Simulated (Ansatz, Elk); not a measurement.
## AgPb2: X-ray structure factors from the self-consistent density

Structure refinements treat a crystal as free atoms side by side. For a made-up structure of AgPb2 (cell and positions from a PBEsol relaxation) the runs below show what the calculated density changes in F(hkl).

Method: DFT, PBE, all-electron APW+lo, Dirac cores, scalar-relativistic bands, static density, no spin, in Elk 11.2.3 (patched build).

The structure was built from a prototype and need not be the compound's stable phase.

**1. The structure**

Symmetry: I4/mmm, No. 139, tetragonal system. Conventional cell: a = 3.367 Å, b = 3.367 Å, c = 13.328 Å, α = 90.00°, β = 90.00°, γ = 90.00°. Nearest to Pb lie 4 Ag at 3.08 Å and 4 Pb at 3.37 Å. Nearest to Ag lie 8 Pb at 3.08 Å and 4 Ag at 3.37 Å. Farther neighbours are not listed.

Coordinates:

```cif
data_structure
_symmetry_space_group_name_H-M 'I4/mmm'
_symmetry_Int_Tables_number 139
_cell_length_a 3.3666
_cell_length_b 3.3666
_cell_length_c 13.3285
_cell_angle_alpha 90.000
_cell_angle_beta 90.000
_cell_angle_gamma 90.000
_cell_volume 151.07
loop_
_atom_site_label
_atom_site_type_symbol
_atom_site_symmetry_multiplicity
_atom_site_Wyckoff_symbol
_atom_site_fract_x
_atom_site_fract_y
_atom_site_fract_z
_atom_site_occupancy
Pb1 Pb 4 e 0.50000 0.50000 0.14621 1
Ag1 Ag 2 a 0.00000 0.00000 0.00000 1
```

**2. Ground state and structure factors**

An all-electron density is needed, since X-rays see the cores too. Task 0 finds the density and task 195 Fourier-transforms it; tshift is off so that phases refer to the origin typed.

The input, elk.in:

```
tasks
  0
  195

xctype
  20

spinpol
  .false.

rgkmax
  7.0

gmaxvr
  14.0

lmaxo
  7

lmaxapw
  8

swidth
  0.002

tshift
  .false.

ramdisk
  .false.

hmaxvr
  5.5

maxscl
  120

epspot
  1e-06

sppath
  './'

avec
  -3.18099896177 3.18099896177 12.59357917541
  3.18099896177 -3.18099896177 12.59357917541
  3.18099896177 3.18099896177 -12.59357917541

atoms
  2
  'Pb.in'
  2
  0.6462070674 0.6462070674 0.0000000000   0.000000 0.000000 0.000000
  0.3537929326 0.3537929326 0.0000000000   0.000000 0.000000 0.000000
  'Ag.in'
  1
  -0.0000000000 -0.0000000000 -0.0000000000   0.000000 0.000000 0.000000

ngridk
  9 9 9
```

Launch:

```
OMP_NUM_THREADS=4 elk
```

Numbers of over 12 decimals in the logs are rounded to 6 here.

Output:

```text
┌─────────────────────────┐
│ Elk code version 11.2.3 │
└─────────────────────────┘

All units are atomic (Hartree, Bohr, etc.)

┌─────────────────────────────────────────────────┐
│ Ground-state run starting from atomic densities │
└─────────────────────────────────────────────────┘

Lattice vectors :
  -3.180998962       3.180998962       12.59357918
   3.180998962      -3.180998962       12.59357918
   3.180998962       3.180998962      -12.59357918

Reciprocal lattice vectors :
  0.1226649711E-16  0.9876119708      0.2494598724
  0.9876119708      0.1226649711E-16  0.2494598724
  0.9876119708      0.9876119708     -0.4829284082E-18

Unit cell volume      :    509.7253385
Brillouin zone volume :   0.4866350458

Muffin-tin inner radius fraction :   0.1000000000E-01

Nuclei treated as point charges

Species : 1 (Pb)
 parameters loaded from : Pb.in
 name : lead
 nuclear charge    :   -82.00000000
 electronic charge :    82.00000000
 atomic mass :    377702.4943
 muffin-tin radius :    2.800000000
 number of radial points in muffin-tin :   1393
 inner part over the whole radius :   0.9993555083E-02
 number on inner part of muffin-tin    :   1001
 approximate nuclear radius :   0.1047603524E-03
 number of mesh points to nuclear radius :    525
 atomic positions (lattice), magnetic fields (Cartesian) :
  1 :  -0.35379293 -0.35379293  0.00000000    0.00000000  0.00000000  0.00000000
  2 :   0.35379293  0.35379293  0.00000000    0.00000000  0.00000000  0.00000000

Species : 2 (Ag)
 parameters loaded from : Ag.in
 name : silver
 nuclear charge    :   -47.00000000
 electronic charge :    47.00000000
 atomic mass :    196631.6998
 muffin-tin radius :    2.600000000
 number of radial points in muffin-tin :   1193
 inner part over the whole radius :   0.9869554211E-02
 number on inner part of muffin-tin    :    849
 approximate nuclear radius :   0.8648227117E-04
 number of mesh points to nuclear radius :    425
 atomic positions (lattice), magnetic fields (Cartesian) :
  1 :   0.00000000  0.00000000  0.00000000    0.00000000  0.00000000  0.00000000

Total number of atoms per unit cell :    3
Total muffin-tin volume :    257.5268218
 ratio of muffin-tin to unit cell volume :   0.5052266433

Spin treatment :
 spin-unpolarised

Number of Bravais lattice symmetries :   16
Number of crystal symmetries         :   16
Crystal has inversion symmetry
Real symmetric eigensolver will be used

k-point grid :      9     9     9
k-point offset :    0.000000000       0.000000000       0.000000000
k-point set is reduced with full crystal symmetry group
Total number of k-points :       75

Muffin-tin radius times maximum |G+k| :    7.000000000
 using average radius
Maximum |G+k| for APW functions       :    2.560975610
Maximum (1/2)|G+k|²                   :    3.279298037
Maximum |G| for potential and density :    14.00000000
Constant for pseudocharge density :   10
 order of it for each species :   17  17
 order of it for pair densities of each species (exact exchange by exxq0 0: 18) :   10   8
Radial integration step length :    1

G-vector grid sizes :     60    60    60
Number of G-vectors :    23573

Maximum angular momentum used for
 APW functions            :    8
 outer part of muffin-tin :    7
 inner part of muffin-tin :    2

Total nuclear charge    :   -211.0000000
Total core charge       :    164.0000000
Total valence charge    :    47.00000000
Total excess charge     :    0.000000000
Total electronic charge :    211.0000000

Effective Wigner radius, rₛ :   0.8323801587

Number of empty states         :     12
Total number of valence states :     36
Total number of core states    :    164

Third-order local-orbitals added for an l without core states : T
Total number of local-orbitals :     48

Exchange-correlation functional :     20     0     0
 Perdew-Burke-Ernzerhof, Phys. Rev. Lett. 77, 3865 (1996)
 gradient requirement :    1
 generalised gradient approximation (GGA)

Smearing type :    3
 Fermi-Dirac
Smearing width :   0.2000000000E-02
[...]
electron entropic           :    -0.49337090142652E-03
 total energy                :     -47175.445180829

Density of states at Fermi energy :    37.83860045
 (states/Hartree/unit cell)

Estimated indirect band gap :   0.2590249428E-02
 from k-point 23 to k-point 59
Estimated direct band gap   :   0.2739791949E-02
 at k-point 59

Charges :
 core                        :    164.0000000
 valence                     :    47.00000000
 interstitial                :    4.573574997
 muffin-tins (core leakage)
  species : 1 (Pb)
   atom 1                    :    80.36847563     (  0.1236469208E-02)
   atom 2                    :    80.36847563     (  0.1236469208E-02)
  species : 2 (Ag)
   atom 1                    :    45.68947374     ( -0.3322364392E-06)
 total in muffin-tins        :    206.4264250
 total calculated charge     :    210.9970404
 total charge                :    211.0000000
 error                       :   0.2959558637E-02

RMS change in Kohn-Sham potential (target) :   0.1500557251     (  0.1000000000E-05)
Absolute change in total energy (target)   :   0.1624515379     (  0.1000000000E-03)

[... loops 3 to 15 left out ...]

┌──────────────────┐
│ Loop number : 16 │
└──────────────────┘

Energies :
 Fermi                       :     0.234326
 sum of occupied eigenvalues :     -29071.798966472
 electron kinetic            :      54303.874061436
 core electron kinetic       :      53847.793931819
 Coulomb                     :     -100548.26811451
 Coulomb potential           :     -82158.793491917
 nuclear-nuclear             :     -3981.3486042460
 electron-nuclear            :     -111055.70028476
 Hartree                     :      14488.780774495
 Madelung                    :     -59468.871368556
 xc potential                :     -1216.8795359912
 exchange                    :     -917.56605537412
 correlation                 :     -12.634857647676
 electron entropic           :    -0.44858483698170E-03
 total energy                :     -47174.595414685

Density of states at Fermi energy :    33.39571107
 (states/Hartree/unit cell)

Estimated indirect band gap :   0.2392398107E-02
 from k-point 59 to k-point 14
Estimated direct band gap   :   0.8888940314E-02
 at k-point 55

Charges :
 core                        :    164.0000000
 valence                     :    47.00000000
 interstitial                :    4.336622510
 muffin-tins (core leakage)
  species : 1 (Pb)
[...]
species : 2 (Ag)
[...]
total in muffin-tins        :    206.6633775
 total calculated charge     :    210.9971595
 total charge                :    211.0000000
 error                       :   0.2840533222E-02

RMS change in Kohn-Sham potential (target) :   0.1049390525E-06 (  0.1000000000E-05)
Absolute change in total energy (target)   :   0.5881142715E-04 (  0.1000000000E-03)

Convergence targets achieved

┌──────────────────┐
│ Loop number : 17 │
└──────────────────┘

Energies :
 Fermi                       :     0.234326
 sum of occupied eigenvalues :     -29071.798966850
 electron kinetic            :      54303.874062077
 core electron kinetic       :      53847.793933576
 Coulomb                     :     -100548.26811465
 Coulomb potential           :     -82158.793492012
 nuclear-nuclear             :     -3981.3486042460
 electron-nuclear            :     -111055.70028482
 Hartree                     :      14488.780774417
 Madelung                    :     -59468.871368645
 xc potential                :     -1216.8795369150
 exchange                    :     -917.56605538575
 correlation                 :     -12.634857646899
 electron entropic           :    -0.44858488632541E-03
 total energy                :     -47174.595414192

Density of states at Fermi energy :    33.39571548
 (states/Hartree/unit cell)

Estimated indirect band gap :   0.2392392369E-02
 from k-point 59 to k-point 14
Estimated direct band gap   :   0.8888941220E-02
 at k-point 55

Charges :
 core                        :    164.0000000
 valence                     :    47.00000000
 interstitial                :    4.336622522
 muffin-tins (core leakage)
  species : 1 (Pb)
   atom 1                    :    80.37372587     (  0.1187250475E-02)
   atom 2                    :    80.37372587     (  0.1187250475E-02)
  species : 2 (Ag)
   atom 1                    :    45.91592573     ( -0.3322771356E-06)
 total in muffin-tins        :    206.6633775
 total calculated charge     :    210.9971595
 total charge                :    211.0000000
 error                       :   0.2840533201E-02

┌──────────────────────────────┐
│ Self-consistent loop stopped │
└──────────────────────────────┘

Warning : the lowest level lies among the core levels :   -3.157025172      -2.535746204

Warning : core states of species 1 leak from the muffin-tin :   0.1187250475E-02

Wrote STATE.OUT
```

It took 40 s on 4 threads of Arm Neoverse V1, shared host; peak memory 0.19 GiB; 2 min of CPU time.

SFACRHO.OUT:

```text

h k l indices transformed by vhmat matrix:
   1.000000000       0.000000000       0.000000000    
   0.000000000       1.000000000       0.000000000    
   0.000000000       0.000000000       1.000000000    

      h      k      l  multipl.   |H|            Re(F)            Im(F)           |F|

      0      0      0      1   0.0000000       211.00000     -0.37034774E-16   211.00000    
      1      1     -1      2  0.49891974       3.4050090      0.20973932E-16   3.4050090    
     -2     -2      2      2  0.99783949      -85.697426     -0.14363765E-16   85.697426    
      0      1      0      8   1.0186303      -48.146306      0.45430634E-16   48.146306    
      1      2     -2      8   1.2391325       169.56222     -0.33812117E-16   169.56222    
     -1      1      0      4   1.3966942       174.59015     -0.18875735E-16   174.59015    
      1      1      0      8   1.4831304      0.91206518      0.47451111E-16  0.91206518    
     -3     -3      3      2   1.4967592       133.16832     -0.90491966E-17   133.16832    
      2      3     -3      8   1.5909535       51.333849     -0.21774178E-16   51.333849    
     -1     -3      2      8   1.7165193      -77.138940     -0.48416328E-17   77.138940    
      1     -1      1      4   1.9752239       156.34535      0.74974214E-16   156.34535    
     -4     -4      4      2   1.9956790       92.002377     -0.21396508E-17   92.002377    
      4      3     -3      8   2.0061552      -89.564094      0.29409145E-16   89.564094    
      0      2     -2      8   2.0372605     -0.23861621     -0.16724783E-16  0.23861621    
     -3     -3      4      8   2.0472037       119.62700     -0.15721167E-17   119.62700    
     -3     -1      3      8   2.2129603      -71.490878     -0.87321711E-17   71.490878    
      0     -1      2     16   2.2224125      -41.237941     -0.10149146E-16   41.237941    
     -1     -2      0     16   2.3317288       137.55043      0.12937334E-16   137.55043
```

Elk indexes on the primitive cell of elk.in and gives |H| = 4π sin θ/λ in inverse bohr. Below, one row stands for each form hkl of the conventional cell (m members, Friedel mates merged), F is for one primitive cell and the density is static (no thermal factor). Free-atom factors are Waasmaier and Kirfel's, and R is Σm||F|−|F'||/Σm|F|.

| hkl | m | sin θ/λ (Å⁻¹) | abs F, DFT | neutral atoms | diff. |
| --- | --- | --- | --- | --- | --- |
| 002 | 2 | 0.075 | 3.405 | 3.377 | +0.028 |
| 004 | 2 | 0.150 | 85.697 | 85.692 | +0.005 |
| 101 | 8 | 0.153 | 48.146 | 48.099 | +0.047 |
| 103 | 8 | 0.186 | 169.562 | 169.905 | -0.343 |
| 110 | 4 | 0.210 | 174.590 | 174.985 | -0.395 |
| 112 | 8 | 0.223 | 0.912 | 1.132 | -0.220 |
| 006 | 2 | 0.225 | 133.168 | 133.449 | -0.281 |
| 105 | 8 | 0.239 | 51.334 | 51.595 | -0.261 |
| 114 | 8 | 0.258 | 77.139 | 77.054 | +0.085 |
| 200 | 4 | 0.297 | 156.345 | 156.430 | -0.085 |
| 008 | 2 | 0.300 | 92.002 | 92.092 | -0.090 |
| 107 | 8 | 0.302 | 89.564 | 89.505 | +0.059 |
| 202 | 8 | 0.306 | 0.239 | 0.173 | +0.066 |
| 116 | 8 | 0.308 | 119.627 | 119.664 | -0.037 |
| 204 | 8 | 0.333 | 71.491 | 71.469 | +0.022 |
| 211 | 16 | 0.334 | 41.238 | 41.227 | +0.010 |
| 213 | 16 | 0.351 | 137.550 | 137.534 | +0.016 |
| 118 | 8 | 0.366 | 84.362 | 84.324 | +0.038 |
| 109 | 8 | 0.369 | 74.800 | 74.775 | +0.025 |
| 206 | 8 | 0.373 | 110.085 | 110.043 | +0.042 |
| 0 0 10 | 2 | 0.375 | 80.866 | 80.917 | -0.051 |
| 215 | 16 | 0.381 | 41.870 | 41.815 | +0.054 |

**3. The highest occupied states alone**

An energy window below the Fermi level keeps the highest occupied states, to see at which angles they scatter; shallow core shells can lie inside it and anion s states outside. No new self-consistency is needed.

Edit elk.in of step 2 so:

```diff
@@ -1,3 +1,2 @@
 tasks
-  0
   195
@@ -40,2 +39,5 @@
 
+wsfac
+  -0.206670 0.534330
+
 sppath
```

Launch:

```
OMP_NUM_THREADS=4 elk
```

Output:

```text
┌─────────────────────────────────┐
│ Elk code version 11.2.3 started │
└─────────────────────────────────┘

Info(readinput): the functional depends on the density's gradient
 muffin-tin radial points multiplied by    2.00000
 (not where nrmtscf is given)

┌────────────────────┐
│ Current task : 195 │
└────────────────────┘

Info(sfacrho): density structure factors written to SFACRHO.OUT

 Energy window :  -0.2066700000      0.5343300000

┌──────────────────┐
│ Elk code stopped │
└──────────────────┘
```

It took 9.2 s on 4 threads; peak memory 0.16 GiB; 13 s of CPU time.

States within 12 eV below the Fermi level hold 19.00 electrons; any levels below the window count with the cores. Their amplitudes can exceed the total, where window and core parts have opposite phase:

```csv
hkl,sin θ/λ (Å⁻¹),"abs F, window","abs F, all"
002,0.075,8.153,3.405
004,0.150,5.282,85.697
101,0.153,5.669,48.146
103,0.186,6.122,169.562
110,0.210,4.882,174.590
112,0.223,4.170,0.912
006,0.225,4.262,133.168
105,0.239,3.699,51.334
114,0.258,3.427,77.139
200,0.297,2.205,156.345
```

[end of part 1 of 2]

[Logs are printed without paths, hosts, clocks, repeated set-up lines and the standing remarks that a program may print on its own settings, such as how far it seeks lower states.]

[Hosts, paths, dates, database ids (printed as entryN), source tags and the programs' standing remarks are cut or masked in the printed files.]
